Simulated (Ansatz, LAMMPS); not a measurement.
# Charge trapping in a frame of liquid (Na,Li)(F,Cl) from 1300 K (144 atoms): runs compared

Does an extra electron or hole in a frame of liquid (Na,Li)(F,Cl) from 1300 K (144 atoms) stay spread out, or do the atoms trap it?

Computed with Ansatz 0.2.0: Kohn-Sham DFT, PBE, PAW (set soft_2), plane waves.

In doubt: warnings of the run leave room for a lower electronic state (in some of the runs), so energies may not be the lowest and differences between runs may mislead.

## 1. The cell as built

The cell holds 144 atoms: 18 Na, 54 Li, 26 F and 46 Cl. Its edges and angles: a = 14.771 Å, b = 14.771 Å, c = 14.771 Å, α = 90.0°, β = 90.0°, γ = 90.0°. 144 atoms (18 Na, 54 Li, 26 F, 46 Cl) placed at random at 1.5 g/cm³, melted at 1800 K for 10 ps at fixed volume with the Lennard-Jones and Coulomb ion parameters for SPC/E (Joung and Cheatham, J. Phys. Chem. B 112, 9020 (2008)), full charges. Snapshot at the end of a hold of 20 ps at 1300 K and fixed volume.

Limits known from the start: The starting topology of bonds comes from the classical model, and needn't be the one that DFT or experiment would give. The ion parameters were fitted for water, not for melts, so the starting structure of this cell may lie well off the real melt's. The Brillouin zone is sampled at Γ only, in a cell whose shortest periodic width is 15 Å. The liquid is relaxed first, so the results are those of a frozen frame at zero temperature.

## 2. The reference run

The reference is a single point at the end of the relaxation.

The charged cells start from the geometry of this run, on a uniform background, with spin and a narrow Fermi–Dirac smearing.

Its input, with most atom lines left out:

```yaml
crystal:
  lattice:
    - [14.7712, 0.0, 0.0]
    - [0.0, 14.7712, 0.0]
    - [0.0, 0.0, 14.7712]
  atoms:
    - { symbol: Na, position: [0.17628, 0.44491, 0.90708] }
    - { symbol: Na, position: [0.56665, 0.70219, 0.49122] }
    - { symbol: Na, position: [0.36019, 0.17245, 0.5862] }
    - { symbol: Na, position: [0.74726, 0.94669, 0.10215] }
    - { symbol: Na, position: [0.72357, 0.7939, 0.30149] }
    - { symbol: Na, position: [0.67739, 0.18438, 0.28829] }
    - { symbol: Na, position: [0.50469, 0.33822, 0.29373] }
    [... atom lines 8 to 144 left out ...]
kpoints:
  mp_grid: { grid: [1, 1, 1] }
hamiltonian:
  xc: pbe
scf:
  occupations: { method: fermi_dirac, width: 0.025 }
output:
  forces: true
  stress: true
  populations: intrinsic
  dos:
    method: { smearing: { sigma: 0.15 } }
    de: 0.1
    projected: { site_lists: { Cl: [Cl], F: [F], Li: [Li], Na: [Na] } }
  eigenvalues: true
  write_density: true
  write_potential: true
  volumetric_format: npy
  elf: true
```

- free energy per atom: -754.9868 eV/atom
- r.m.s. force component: 0.00986 eV/Å
- pressure: -0.567 GPa

Filled and empty levels are parted by 4.42 eV (at Γ alone); a semilocal functional tends to put such gaps too low. In a disordered cell it changes from sample to sample and from frame to frame.

## 3. The runs

Each row is one run, on 4 threads of Arm Neoverse N1, shared host. The free energy is the program's total, comparable only between runs with the same functional, potentials and atoms; between charge states it hangs on the program's zero of potential.

```csv
run,atoms,outcome,"ionic steps, all passes",free energy (eV),time,host memory (GiB)
Single point at the start,144,converged,-,-108692.865,88 s,4.4
Relaxation,144,converged,43,-108718.096,44 min,4.5
Single point at the relaxed geometry,144,converged,-,-108718.096,2.4 min,4.5
"An extra electron, atoms held",144,converged,-,-108714.389,6.3 min,8.0
"An extra electron, atoms relaxed",144,converged,2,-108714.409,6.2 min,7.8
"An extra electron, levels at the relaxed geometry",144,converged,-,-108714.409,7.3 min,8.0
Neutral at the geometry of the electron,144,converged,-,-108718.092,2.2 min,4.5
"An extra hole, atoms held",144,converged,-,-108717.085,13 min,8.0
"An extra hole, atoms relaxed",144,converged,11,-108717.377,67 min,7.9
"An extra hole, levels at the relaxed geometry",144,converged,-,-108717.377,9.4 min,8.0
Neutral at the geometry of the hole,144,converged,-,-108717.780,2.3 min,4.5
```

In some runs the program notes that the exchange-correlation potential is rough where the density is thin and starting moments were not kept. Further notices: convergence withheld.

A closer look about Cl119, which holds the most spin of the extra hole after relaxation: 8 atoms, nearest first, numbered in the order of the input, with positions taken from that point.

```csv
atom,x,y,z,distance (Å),Löwdin charge (e),moment (μB)
Cl119,0.00,0.00,0.00,0.00,-0.45,0.23
Li23,-1.42,-2.02,0.44,2.51,0.71,0.00
Li20,0.48,0.87,2.32,2.52,0.74,0.00
Li58,-1.57,2.07,0.67,2.68,0.80,0.00
Na3,2.25,-0.04,-1.90,2.94,0.76,0.00
Cl142,2.74,0.84,1.32,3.16,-0.47,0.21
F73,-0.99,2.00,2.41,3.29,-0.77,0.00
F85,1.75,2.34,-1.62,3.34,-0.77,0.00
```

## 4. Energies and spread of the extra charge

Energies are differences within one cell and functional; the shift is the gain plus the neutral cell's energy at the new geometry, that is how much cheaper the vertical process becomes there. The spread is the participation number of the site moments (1/Σw², over the spin inside atomic spheres), with the atom that holds the largest share and the spin that the spheres hold in all.

```csv
carrier,"charged less neutral, atoms held (eV)",gain on relaxing (eV),"neutral cell at that geometry, less the reference (eV)",shift of the vertical energy (eV),"spread, atoms held","spread, relaxed"
electron,3.707,0.020,0.003,0.023,-,-
hole,1.011,0.292,0.315,0.607,19; Cl101 9 % of 0.70 μB,5; Cl119 30 % of 0.76 μB
```

## 5. Findings

The extra electron gains 0.020 eV as the atoms relax: so small a gain shows no trapping at this level. The cell with the electron keeps a moment of only 0.00 μB where one unpaired electron should give 1 μB: the carrier is shared between both spins, which can hide trapping. The extra hole gains 0.29 eV as the atoms relax, and its spin goes from about 19 to 5 atoms: the atoms trap it, with the largest share on Cl119. The Cl119–Li58 distance goes from 2.49 to 2.68 Å. Adding the two vertical energies gives 4.72 eV, against a gap of 4.42 eV in the neutral cell. The zero of the potential cancels in this sum; the excess isn't taken apart here: charging of a small cell, filling of bands on a coarse mesh and the attraction to the background can all enter.

Caveats: Single energies of charged cells hang on the program's zero of potential. In the spin-polarised runs the search for a state of lower energy was switched off. No distortion was seeded, so a trapped state behind a barrier can't be found. Local and semilocal functionals favour spread-out charges, so trapping can be missed. Charged cells carry a uniform background, with no correction for images.

The DFT runs together took 2.7 h of wall time.

[Logs are printed without paths, hosts, clocks, repeated set-up lines and the standing remarks that a program may print on its own settings, such as how far it seeks lower states.]

[Hosts, paths, dates, database ids (printed as entryN), source tags and the programs' standing remarks are cut or masked in the printed files.]
